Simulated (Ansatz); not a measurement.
# H on Ta(110): change of the work function, part 3 of 4

Aim: the work function of Ta(110) at several coverages of H (hollow site), and the dipole that each adsorbate carries.

Ansatz 0.2.0; plane-wave DFT, PBE, Ansatz PAW (set soft_1); PAW set soft_1.

So far, work function, upper face (eV): step 2 (the clean slab) 4.76; step 3 (37 atoms, coverage 0.111 ML, cell 3x3) 4.73.

**4. Adsorbate added, k-mesh 6×6×1, coverage 0.25 ML**

System of this step: Ta16H (H/Ta(110)). The cell holds 17 atoms: 16 Ta and 1 H. Its edges and angles: a = 5.733 Å, b = 5.733 Å, c = 26.257 Å, α = 90.0°, β = 90.0°, γ = 70.5°. Vacuum lies along c.

Another coverage, to see how the dipoles act on each other as their distance changes.

input.yaml reads:

```yaml
crystal:
  lattice:
    - [4.6810468914, -3.31, 0.0]
    - [4.6810468914, 3.31, 0.0]
    - [0.0, 0.0, 26.2570952656]
  atoms:
    - { symbol: Ta, position: [0.0, 0.0, 0.342764495] }
    - { symbol: Ta, position: [0.25, 0.25, 0.4319031992] }
    - { symbol: Ta, position: [0.0, 0.0, 0.5211451613] }
    - { symbol: Ta, position: [0.25, 0.25, 0.6068093742] }
    - { symbol: Ta, position: [0.0, 0.5, 0.342764495] }
    - { symbol: Ta, position: [0.25, 0.75, 0.4319031992] }
    - { symbol: Ta, position: [0.0, 0.5, 0.5211451613] }
    - { symbol: Ta, position: [0.25, 0.75, 0.6068093742] }
    - { symbol: Ta, position: [0.5, 0.0, 0.342764495] }
    - { symbol: Ta, position: [0.75, 0.25, 0.4319031992] }
    - { symbol: Ta, position: [0.5, 0.0, 0.5211451613] }
    - { symbol: Ta, position: [0.75, 0.25, 0.6068093742] }
    - { symbol: Ta, position: [0.5, 0.5, 0.342764495] }
    - { symbol: Ta, position: [0.75, 0.75, 0.4319031992] }
    - { symbol: Ta, position: [0.5, 0.5, 0.5211451613] }
    - { symbol: Ta, position: [0.75, 0.75, 0.6068093742] }
    - { symbol: H, position: [0.42, 0.42, 0.657235505] }
kpoints:
  mp_grid: { grid: [6, 6, 1] }
hamiltonian:
  xc: pbe
  pseudopotentials: { kind: paw, azcp: { folder: soft_1 } }
scf:
  occupations: { method: fermi_dirac, width: 0.1 }
  convergence: { dr2_threshold: 1.0e-08 }
efield:
  axis: 3
  dipole_correction: true
  ramp_position: 0.97
  ramp_width: 0.06
relax:
  f_tol: 0.02
  max_steps: 60
  constraints: [{ sites: [0, 1, 4, 5, 8, 9, 12, 13] }]
output:
  dos: { projected: true, e_range: [-8, 4] }
  write_potential: true
  write_density: true
  volumetric_format: npy
  elf: true
```

Started as:

```bash
$ ansatz run input.yaml --threads 4 --pin off --max-ram 16384MiB --backend cpu --events-out ev --progress --plain --runs-dir out
```

Standard output:

```text
[...]
Crystal: 17 atoms, lattice volume = 813.669 Å³
Basis set: ecut = 420 eV, 15935 PW (Γ), exchange–correlation on 80×80×360 points (8 copies of the dense FFT grid, shifted against one another)
Bands: 126, of which v1, the nominal top of the filled ones, is band 105 counted from 1 (104 counted from 0)
Symmetry: 2 space group operations
[...]
k-points: 13 of 36 (time reversal used)
[...]
SCF iter   1: F=—  HF=-158950.600636 eV  |F-HF|=—  |Δ(HF+E_count)|=         —  Δρ=4.00e-2  dr2=1.65e2  ethr=3.10e-3  p=-0.000 e·Å  D=-4.60e-8 V/Å  ΔV_dip=0.00 eV  dr2_dipole=3.81e0  V_vac-E_F(+/−)=7.42/7.42 eV  ⟨swp⟩=9.6  Hψ=8132  notcnv=0
[...]
SCF iter  11: F=-158939.570363 eV  HF=-158939.570363 eV  |F-HF|=1.37e-8  |Δ(HF+E_count)|=   8.58e-8  Δρ=5.30e-7  dr2=4.89e-9  ethr=4.78e-12  p=0.023 e·Å  D=5.06e-3 V/Å  ΔV_dip=-0.13 eV  dr2_dipole=4.92e-11  V_vac-E_F(+/−)=4.66/4.80 eV  ⟨swp⟩=15.7  Hψ=13551  notcnv=0
SCF 1 converged in 11 iterations: F = -158939.570363 eV  dr2 = 4.89e-9
[...]
relax step   1: F+E_penalty+E_count = -158939.57036253 eV  Δ(F+E_penalty+E_count) = +0.000e0 eV  max|allowed force component| = 7.760e-1 eV/Å  Δτ_max = 0.0000 Å  (11 SCF iters, accepted)
[...]
SCF iter   9: F=-158939.673422 eV  HF=-158939.673422 eV  |F-HF|=1.63e-8  |Δ(HF+E_count)|=   8.11e-8  Δρ=6.96e-7  dr2=9.79e-9  ethr=4.78e-12  p=0.027 e·Å  D=6.06e-3 V/Å  ΔV_dip=-0.16 eV  dr2_dipole=1.81e-10  V_vac-E_F(+/−)=4.64/4.80 eV  ⟨swp⟩=11.5  Hψ=13474  notcnv=0
SCF 2 converged in 9 iterations: F = -158939.673422 eV  dr2 = 9.79e-9
relax step   2: F+E_penalty+E_count = -158939.67342155 eV  Δ(F+E_penalty+E_count) = -1.031e-1 eV  max|allowed force component| = 5.485e-1 eV/Å  Δτ_max = 0.1949 Å  (9 SCF iters, accepted)
SCF iter   1: F=—  HF=-158939.735822 eV  |F-HF|=—  |Δ(HF+E_count)|=         —  Δρ=3.24e-3  dr2=2.63e-1  ethr=1.20e-3  p=0.027 e·Å  D=6.06e-3 V/Å  ΔV_dip=-0.16 eV  dr2_dipole=4.49e-3  V_vac-E_F(+/−)=4.65/4.81 eV  ⟨swp⟩=4.5  Hψ=3184  notcnv=0  defer=8
[...]
SCF iter   9: F=-158939.711517 eV  HF=-158939.711517 eV  |F-HF|=2.05e-8  |Δ(HF+E_count)|=   2.88e-8  Δρ=7.07e-7  dr2=8.72e-9  ethr=4.78e-12  p=0.027 e·Å  D=6.02e-3 V/Å  ΔV_dip=-0.16 eV  dr2_dipole=1.26e-9  V_vac-E_F(+/−)=4.64/4.80 eV  ⟨swp⟩=12.8  Hψ=12916  notcnv=0
SCF 3 converged in 9 iterations: F = -158939.711517 eV  dr2 = 8.72e-9
relax step   3: F+E_penalty+E_count = -158939.71151747 eV  Δ(F+E_penalty+E_count) = -3.810e-2 eV  max|allowed force component| = 9.661e-2 eV/Å  Δτ_max = 0.0939 Å  (9 SCF iters, accepted)
SCF iter   1: F=—  HF=-158939.715741 eV  |F-HF|=—  |Δ(HF+E_count)|=         —  Δρ=9.01e-4  dr2=1.01e-2  ethr=1.42e-4  p=0.027 e·Å  D=6.02e-3 V/Å  ΔV_dip=-0.16 eV  dr2_dipole=4.56e-8  V_vac-E_F(+/−)=4.64/4.80 eV  ⟨swp⟩=2.2  Hψ=2793  notcnv=0  defer=6
[...]
SCF iter   8: F=-158939.714103 eV  HF=-158939.714103 eV  |F-HF|=3.23e-9  |Δ(HF+E_count)|=   3.62e-8  Δρ=2.52e-7  dr2=1.01e-9  ethr=4.78e-12  p=0.027 e·Å  D=6.03e-3 V/Å  ΔV_dip=-0.16 eV  dr2_dipole=2.43e-12  V_vac-E_F(+/−)=4.64/4.80 eV  ⟨swp⟩=12.5  Hψ=12505  notcnv=0
SCF 4 converged in 8 iterations: F = -158939.714103 eV  dr2 = 1.01e-9
relax step   4: F+E_penalty+E_count = -158939.71410334 eV  Δ(F+E_penalty+E_count) = -2.586e-3 eV  max|allowed force component| = 1.981e-2 eV/Å  Δτ_max = 0.0308 Å  (8 SCF iters, accepted)
[...]
SCF converged after 8 iterations
Free energy (F): -158939.714103 eV
[...]
Internal energy: -158938.980364 eV  (E = F + TS)
E sigma→0 (E₀):  -158939.347234 eV
Entropy (-TS):   -0.733740 eV (-43.161 meV/atom)
Fermi energy:    3.703915 eV
Dipole field:    D = 0.006033 V/Å  (p = 0.027129 e·Å, saw-weighted, corrected)
Work function:   Φ+ = 4.6418 eV   Φ− = 4.8002 eV
[...]
--- Forces (eV/Å), atoms counted from 1 ---
  atom   1  Ta    -0.00118155     0.00000000     0.36076047
  atom   2  Ta    -0.04195284     0.00000000    -0.37361128
  atom   3  Ta    -0.01803247     0.00000000    -0.00402314
  atom   4  Ta     0.01980723     0.00000000    -0.00133016
  atom   5  Ta     0.00571694    -0.00166014     0.41789720
  atom   6  Ta    -0.00381817    -0.04767839    -0.43827816
  atom   7  Ta    -0.01640923    -0.00333562     0.00116017
  atom   8  Ta     0.00555539    -0.01755663     0.00222951
  atom   9  Ta     0.00571694     0.00166014     0.41789720
  atom  10  Ta    -0.00381817     0.04767839    -0.43827816
  atom  11  Ta    -0.01640923     0.00333562     0.00116017
  atom  12  Ta     0.00555539     0.01755663     0.00222951
  atom  13  Ta     0.00242711     0.00000000     0.46992286
  atom  14  Ta     0.03406418     0.00000000    -0.40823033
  atom  15  Ta    -0.01636130     0.00000000    -0.00781423
  atom  16  Ta     0.01975544     0.00000000    -0.00418012
  atom  17  H      0.01939548     0.00000000     0.00249298
  max |Σ_I F_I| component: 1.12e-5 eV/Å
--- Band table (eV; the first three rows and the last of 13) ---
  k-point 0: bands = [... 101 lower, 3.8331, 3.9543, 4.1069, 4.2299, 4.2611, 4.7395, 4.9017, 4.9252, ... 17 higher]
  k-point 1: bands = [... 101 lower, 3.6297, 3.7593, 3.9705, 4.0442, 4.3175, 4.3711, 4.4850, 4.5735, ... 17 higher]
  k-point 2: bands = [... 101 lower, 3.4194, 3.5047, 3.5317, 3.5755, 3.6444, 3.7200, 3.7656, 3.9352, ... 17 higher]
  k-point 12: bands = [... 101 lower, 3.7810, 3.8128, 3.8376, 3.8657, 3.8902, 3.8992, 3.9594, 4.0815, ... 17 higher]
--- Relaxed structure (4 steps of the walk, 4 accepted, 0 SCFs on fresh bases) ---
  F+E_penalty+E_count = -158939.71410334 eV   max|allowed force component| = 1.981e-2 eV/Å
  atoms:
    - { symbol: Ta, position: [0.0, 0.0, 0.342764] }
    - { symbol: Ta, position: [0.25, 0.25, 0.431903] }
    - { symbol: Ta, position: [0.000262892, 0.000262892, 0.520658] }
    - { symbol: Ta, position: [0.247966, 0.247966, 0.606753] }
    - { symbol: Ta, position: [0.0, 0.5, 0.342764] }
    - { symbol: Ta, position: [0.250000, 0.75, 0.431903] }
    - { symbol: Ta, position: [0.000124213, 0.500023, 0.521086] }
    - { symbol: Ta, position: [0.251568, 0.747946, 0.608417] }
    - { symbol: Ta, position: [0.5, 0.0, 0.342764] }
    - { symbol: Ta, position: [0.75, 0.250000, 0.431903] }
    - { symbol: Ta, position: [0.500023, 0.000124213, 0.521086] }
    - { symbol: Ta, position: [0.747946, 0.251568, 0.608417] }
    - { symbol: Ta, position: [0.5, 0.5, 0.342764] }
    - { symbol: Ta, position: [0.75, 0.75, 0.431903] }
    - { symbol: Ta, position: [0.500511, 0.500511, 0.521620] }
    - { symbol: Ta, position: [0.753536, 0.753536, 0.606567] }
    - { symbol: H, position: [0.430120, 0.430120, 0.648338] }
```

Wall time 3.1 min (4 threads of Arm Neoverse V1, shared host); peak memory 2.8 GiB; 12 min of CPU time.

Step by step:

```csv
step,energy less that of the first step (eV),largest force component (eV/Å)
1,0.0000,0.7760
2,-0.1031,0.5485
3,-0.1412,0.0966
4,-0.1437,0.0198
```

Forces are held to the 2 operations that the program found; a distortion that breaks them can't arise in this run.

The atoms that moved most (Å):

```csv
atom,dx,dy,dz,length
H17,0.095,0.000,-0.234,0.252
Ta8,-0.002,-0.012,0.042,0.044
Ta12,-0.002,0.012,0.042,0.044
Ta16,0.033,0.000,-0.006,0.034
Ta4,-0.019,0.000,-0.001,0.019
Ta15,0.005,0.000,0.012,0.013
Ta3,0.002,0.000,-0.013,0.013
```

The relaxed structure:

```cif
data_structure
_symmetry_space_group_name_H-M 'P 1'
_symmetry_Int_Tables_number 1
_cell_length_a 5.7331
_cell_length_b 5.7331
_cell_length_c 26.2571
_cell_angle_alpha 90.000
_cell_angle_beta 90.000
_cell_angle_gamma 70.529
_cell_volume 813.67
loop_
_atom_site_label
_atom_site_type_symbol
_atom_site_fract_x
_atom_site_fract_y
_atom_site_fract_z
_atom_site_occupancy
Ta1 Ta 0.00000 0.00000 0.34276 1
Ta2 Ta 0.25000 0.25000 0.43190 1
Ta3 Ta 0.00026 0.00026 0.52066 1
Ta4 Ta 0.24797 0.24797 0.60675 1
Ta5 Ta 0.00000 0.50000 0.34276 1
Ta6 Ta 0.25000 0.75000 0.43190 1
Ta7 Ta 0.00012 0.50002 0.52109 1
Ta8 Ta 0.25157 0.74795 0.60842 1
Ta9 Ta 0.50000 0.00000 0.34276 1
Ta10 Ta 0.75000 0.25000 0.43190 1
Ta11 Ta 0.50002 0.00012 0.52109 1
Ta12 Ta 0.74795 0.25157 0.60842 1
Ta13 Ta 0.50000 0.50000 0.34276 1
Ta14 Ta 0.75000 0.75000 0.43190 1
Ta15 Ta 0.50051 0.50051 0.52162 1
Ta16 Ta 0.75354 0.75354 0.60657 1
H17 H 0.43012 0.43012 0.64834 1
```

This step gave:

| Property | Result |
| --- | --- |
| energy at zero smearing | -158939.3472 eV |
| work function, upper face | 4.642 eV |
| work function, lower face | 4.800 eV |
| dipole along the normal | 0.02713 e·Å |
| step between the vacuum levels | -0.1584 eV |

The density of states has structure finer than the step of the table below, so its rows give means over 0.25 eV. Peaks (eV: height): -1.500: 39.8, -1.290: 32.2, -1.110: 35.8, -0.780: 31.5, -0.270: 34.1, -0.120: 29.0, 0.000: 27.2.

The density of states by energy, zero at the Fermi level; means over each step:

```csv
energy (eV),density of states (states/eV a cell)
-7.75,0.00288
-7.50,0.683
-7.25,0.859
-7.00,0.983
-6.75,1.35
-6.50,2.44
-6.25,3.11
-6.00,2.88
-5.75,2.06
-5.50,2.54
-5.25,3.04
-5.00,2.74
-4.75,4.27
-4.50,4.15
-4.25,7.94
-4.00,9.49
-3.75,10.9
-3.50,9.51
-3.25,14.5
-3.00,17.4
-2.75,15.4
-2.50,11.1
-2.25,10.3
-2.00,8.55
-1.75,6.89
-1.50,29.0
-1.25,29.5
-1.00,24.1
-0.75,26.7
-0.50,23.1
-0.25,27.7
0.00,22.8
0.25,16.9
0.50,12.1
0.75,10.1
1.00,11.8
1.25,10.0
1.50,10.5
1.75,11.0
```

Projected DOS per atom over height of the atomic layer and energy from the Fermi level. Layers: Ta4 Ta4 Ta4 Ta4 H from below.

Values in states/eV, 22 rows by 5 columns, each cell a mean:
```
0.83 0.43 0.40 0.86 0.03
0.69 0.50 0.50 0.76 0.03
0.79 0.41 0.43 0.70 0.02
1.16 0.71 0.68 1.03 0.04
1.77 1.28 1.21 1.64 0.05
2.00 1.23 1.16 1.66 0.08
1.75 1.51 1.45 1.76 0.08
1.39 1.68 1.73 1.35 0.04
0.49 0.40 0.46 0.56 0.14
0.66 0.64 0.66 0.69 0.10
0.91 1.10 1.13 0.84 0.07
0.75 0.94 0.93 0.77 0.07
0.52 0.76 0.74 0.54 0.08
0.39 0.55 0.59 0.42 0.11
0.24 0.31 0.27 0.20 0.12
0.18 0.14 0.23 0.14 0.22
0.13 0.14 0.15 0.10 0.28
0.09 0.15 0.08 0.20 0.54
0.08 0.13 0.10 0.25 0.48
0.02 0.06 0.08 0.09 0.11
0.02 0.05 0.07 0.06 0.05
0.00 0.00 0.00 0.00 0.00
```
Columns: height of the atomic layer (Å) from 9 to 17.0 (not evenly spaced); rows upwards: energy from the Fermi level (eV) from -7.96 to 1.84.

ELF in the ca plane at fractional y = 0.000, with atoms of Ta within 0.2 Å of it. It is the smooth field of the valence electrons, not physical close to the nuclei.

Values, 8 rows by 16 columns, each cell a mean:
```
0.60 0.44 0.44 0.41 0.40 0.60 0.36 0.43 0.49 0.46 0.13 0.01 0.00 0.00 0.00 0.00
0.33 0.37 0.39 0.39 0.40 0.29 0.42 0.36 0.41 0.35 0.09 0.01 0.00 0.00 0.00 0.00
0.39 0.35 0.40 0.39 0.36 0.38 0.37 0.34 0.42 0.34 0.08 0.01 0.00 0.00 0.00 0.00
0.55 0.48 0.47 0.42 0.44 0.53 0.38 0.42 0.51 0.41 0.10 0.01 0.00 0.00 0.00 0.00
0.60 0.44 0.45 0.41 0.40 0.60 0.36 0.39 0.48 0.40 0.10 0.01 0.00 0.00 0.00 0.00
0.32 0.37 0.39 0.39 0.40 0.29 0.43 0.36 0.40 0.33 0.08 0.01 0.00 0.00 0.00 0.00
0.39 0.35 0.40 0.39 0.36 0.37 0.40 0.39 0.43 0.37 0.10 0.01 0.00 0.00 0.00 0.00
0.54 0.48 0.46 0.42 0.44 0.53 0.41 0.49 0.53 0.48 0.14 0.01 0.00 0.00 0.00 0.00
```
Columns run along c (16.0 Å, from fractional 0.32 to 0.93 of the cell), rows up along a (5.7 Å). Atoms in or near the plane, at fractional coordinates: Ta at (0.34, 0.00), Ta at (0.52, 0.00), Ta at (0.34, 0.50), Ta at (0.52, 0.50).

Valence density in the ca plane at fractional y = 0.000, with atoms of Ta within 0.2 Å of it. It is the smooth field of the valence electrons, not physical close to the nuclei.

Values in e/Å³, 8 rows by 16 columns, each cell a mean:
```
3.1 1.5 0.3 0.2 1.1 3.3 0.5 0.2 0.1 0.0 0.0 0.0 0.0 0.0 0.0 0.0
0.5 0.3 0.3 0.3 0.3 0.5 0.3 0.3 0.2 0.0 0.0 0.0 0.0 0.0 0.0 0.0
0.8 0.4 0.3 0.3 0.4 0.9 0.3 0.3 0.2 0.0 0.0 0.0 0.0 0.0 0.0 0.0
3.8 1.9 0.3 0.2 1.4 4.0 0.7 0.2 0.1 0.0 0.0 0.0 0.0 0.0 0.0 0.0
3.2 1.5 0.3 0.2 1.1 3.4 0.6 0.2 0.1 0.0 0.0 0.0 0.0 0.0 0.0 0.0
0.4 0.3 0.3 0.3 0.3 0.5 0.3 0.3 0.2 0.0 0.0 0.0 0.0 0.0 0.0 0.0
0.9 0.5 0.3 0.3 0.4 0.9 0.3 0.3 0.2 0.0 0.0 0.0 0.0 0.0 0.0 0.0
3.7 1.9 0.3 0.2 1.4 3.9 0.7 0.2 0.1 0.0 0.0 0.0 0.0 0.0 0.0 0.0
```
Columns run along c (16.0 Å, from fractional 0.32 to 0.93 of the cell), rows up along a (5.7 Å). Atoms in or near the plane, at fractional coordinates: Ta at (0.34, 0.00), Ta at (0.52, 0.00), Ta at (0.34, 0.50), Ta at (0.52, 0.50).

Electrostatic potential energy in the ca plane at fractional y = 0.000, with atoms of Ta within 0.2 Å of it. With pseudopotentials it is smooth inside the atoms' cores, unlike the true potential.

Ten even steps from '0' (-52 eV) to '9' (8 eV), each cell a mean:
```
10016899999851002799999999999999999999999999
53357999999874235899999999999999999999999999
87789998899988778999889999999999999999999999
88899998889998889999888999999999999999999999
87789998899987778999889999999999999999999999
52257999999974235899999999999999999999999999
20016899999851002689999999999999999999999999
10015899999850002689999999999999999999999999
31136899999862014799999999999999999999999999
65568999899986557899889999999999999999999999
88889998889998888999888999999999999999999999
88889998889998888999889999999999999999999999
65568999899986557899989999999999999999999999
30036899999862014799999999999999999999999999
10015899999850002689999999999999999999999999
```
Columns run along c (16.0 Å, from fractional 0.32 to 0.93 of the cell; values clipped at the 3rd and 97th percentile), rows up along a (5.7 Å). Atoms in or near the plane, at fractional coordinates: Ta at (0.34, 0.00), Ta at (0.52, 0.00), Ta at (0.34, 0.50), Ta at (0.52, 0.50).

The relaxation took 4 steps and lowered the energy by 0.14 eV; the largest force on the free atoms ends at 0.020 eV/Å.

By hand: a sheet of dipoles makes a step −p/(ε₀A) in the electron's potential. With e/ε₀ = 180.95 V·Å, p = 0.02713 e·Å and A = 30.99 Å², that is −180.95 × (0.02713) / 30.99 = -0.158 eV, and the two vacuum levels of the run differ by -0.158 eV.

The covered face has 4.64 eV, -0.12 eV against the clean one; the bare back face has moved by -0.01 eV, a measure of how thin the slab is.

**5. Adsorbate added, k-mesh 6×6×1, coverage 0.5 ML**

System of this step: Ta8H (H/Ta(110)). The cell holds 18 atoms: 16 Ta and 2 H. Its edges and angles: a = 5.733 Å, b = 5.733 Å, c = 26.257 Å, α = 90.0°, β = 90.0°, γ = 70.5°. Vacuum lies along c.

Another coverage, to see how the dipoles act on each other as their distance changes.

input.yaml: that of step 4 with these lines changed.

```diff
@@ -23,2 +23,3 @@
     - { symbol: H, position: [0.42, 0.42, 0.657235505] }
+    - { symbol: H, position: [0.92, 0.42, 0.657235505] }
 kpoints:
```

Standard output:

```text
[...]
Crystal: 18 atoms, lattice volume = 813.669 Å³
Basis set: ecut = 420 eV, 15935 PW (Γ), exchange–correlation on 80×80×360 points (8 copies of the dense FFT grid, shifted against one another)
Bands: 126, of which v1, the nominal top of the filled ones, is band 105 counted from 1 (104 counted from 0)
Symmetry: 2 space group operations
[...]
- { symbol: Ta, position: [0.257503, 0.752636, 0.607996] }
[...]
- { symbol: Ta, position: [0.5, 0.5, 0.342764] }
    - { symbol: Ta, position: [0.75, 0.75, 0.431903] }
    - { symbol: Ta, position: [0.501019, 0.500527, 0.521463] }
    - { symbol: Ta, position: [0.757503, 0.752636, 0.607996] }
    - { symbol: H, position: [0.433806, 0.431911, 0.647947] }
    - { symbol: H, position: [0.933806, 0.431911, 0.647947] }
[key lines of the parts left out:]
SCF converged after 6 iterations
Free energy (F): -158956.556529 eV
Fermi energy:    3.751091 eV
Dipole field:    D = 0.008953 V/Å  (p = 0.040258 e·Å, saw-weighted, corrected)
Work function:   Φ+ = 4.5591 eV   Φ− = 4.7942 eV
```

Wall time 5.4 min (4 threads); peak memory 3.3 GiB.

(Part 3 of 4 ends here.)

[Long decimals in the printed logs are rounded to 6 places.]

[Logs are printed without paths, hosts, clocks, repeated set-up lines and the standing remarks that a program may print on its own settings, such as how far it seeks lower states.]

[Hosts, paths, dates, database ids (printed as entryN), source tags and the programs' standing remarks are cut or masked in the printed files.]

[Maps of the electrostatic potential energy from Ansatz leave out the sawtooth potential of an applied field or a dipole correction, so their vacuum need not be flat; planar profiles and work functions include it.]
